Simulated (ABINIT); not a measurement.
# Calculated records

```
! title: BN (Qingsongite): G0W0 with ABINIT, start to end
! method: RPA screening on PBE, plane waves, norm-conserving pseudopotentials (and 2 further levels or steps)
! program: ABINIT 10.8.3
! settings: cutoff 36 Ha, PseudoDojo scalar-relativistic 0.4.1 standard, norm-conserving, potential set dojo-sr-pbe-0.4.1-standard, ngkpt (8, 8, 8), nband 68, ecuteps 9 Ha, inclvkb 2, shiftk (0, 0, 0), symchi 1, awtr 1, frequency ppm, 8×8×8 k-mesh
! cost: 5 runs, 4.4 min in all on 8 MPI ranks of Arm Neoverse V2, shared host
! notes: The program’s warnings: nkpt*nsppol () is not a multiple of nproc spkpt (). The cell and positions come from the Crystallography Open Database and are kept as given unless a step says otherwise.
! PBE gap: 4.54 eV, indirect
! G0W0 gap on the mesh: 6.01 eV
! GW settings: 8×8×8 mesh, 68 bands, screening to 244.9 eV, Godby-Needs plasmon pole
! known limits: short of the basis limit
CELL_PARAMETERS angstrom
0.00000 1.80750 1.80750
1.80750 0.00000 1.80750
1.80750 1.80750 0.00000
ATOMIC_POSITIONS crystal
B 0.00000 0.00000 0.00000
N 0.25000 0.25000 0.25000
```

[Long decimals in the printed logs are rounded to 6 places.]

[Logs are printed without paths, hosts, clocks, repeated set-up lines and the standing remarks that a program may print on its own settings, such as how far it seeks lower states.]

[Paths, hosts, dates, memory and timing lines, banners, echoed tables and standing remarks are left out of the program output; an Ansatz launch command may be rebuilt from the run's recorded settings. Measured values are a selection of at most five: reports struck by readers or far from the other reports are left out. None is set beside runs whose start may be inverted or whose files or cutoffs have a known fault.]

[Runs of the session that timed out or met a known fault of the program may be left out.]

[Hosts, paths, dates, database ids (printed as entryN), source tags and the programs' standing remarks are cut or masked in the printed files.]

[G0W0 gaps are taken among the corrected bands and points alone; a level outside them can change the order at an edge.]

[Where Ansatz stands beside ABINIT at settings called matched, ABINIT's density can come from a denser mesh and the files from another edition; pairs whose starting gaps differed by over 0.03 eV were left out, so agreement reads better than it is.]
